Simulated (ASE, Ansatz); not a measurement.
# Building random cubic perovskite alloy of BaHfO3 and BaTiO3 (135 atoms)

The cell is an input for a DFT calculation. Recipe: cubic perovskite BaHfO3, 3 x 3 x 3 conventional cells, 9 of 27 Hf sites given to Ti at random (x = 0.333), lattice by Vegard's rule (cell 4.113, 4.113, 4.113, 90, 90, 90); not relaxed, displaced by a Gaussian of 0.02 Å.

**Question.** Write an ASE script that builds it.

build.py (ASE 3.29.0):

```python
import numpy as np
from ase.spacegroup import crystal

u = crystal(['Ba', 'Hf', 'O'], [[0, 0, 0], [0.5, 0.5, 0.5], [0.5, 0.5, 0]],
            spacegroup=221, setting=1, cellpar=[4.1133, 4.1133, 4.1133, 90, 90, 90])
atoms = u.repeat([3, 3, 3])
rng = np.random.default_rng(10120)
sites = rng.permutation([a.index for a in atoms if a.symbol == 'Hf'])
new = ['Ti'] * 9
for k, e in zip(sites, new): atoms[k].symbol = e
atoms.rattle(0.02, seed=10120)
atoms.wrap()
atoms.write('structure.xyz')
print(atoms.get_chemical_formula(), len(atoms), 'atoms; cell', atoms.cell.cellpar().round(3))
```

```console
$ python build.py
Ba27Hf18O81Ti9 135 atoms; cell [12.34 12.34 12.34 90.   90.   90.  ]
```

The cell holds 135 atoms: 27 Ba, 18 Hf, 81 O and 9 Ti. Cell: a = 12.340 Å, b = 12.340 Å, c = 12.340 Å, α = 90.0°, β = 90.0°, γ = 90.0°. It derives from BaHfO3 (cubic perovskite) and BaTiO3, repeated 3×3×3.

Bonds by pair of elements; cutoffs follow the first minimum of g(r), held within bounds set by covalent radii, and pairs that aren't listed don't count as bonded:

```csv
pair A-B,cutoff (Å),bonds,mean length (Å),spread (Å),shortest (Å),B about A,A about B
O-Ba,3.33,324,2.91,0.026,2.83,4,12
O-Hf,2.52,108,2.06,0.027,1.99,1.33,6
O-Ti,2.52,54,2.05,0.033,1.98,0.667,6
```

How many atoms have how many bonded neighbours:

```csv
element,mean,6,12
Ba,12,0,27
Hf,6,18,0
O,6,81,0
Ti,6,9,0
```

[Logs are printed without paths, hosts, clocks, repeated set-up lines and the standing remarks that a program may print on its own settings, such as how far it seeks lower states.]

[Hosts, paths, dates, database ids (printed as entryN), source tags and the programs' standing remarks are cut or masked in the printed files.]
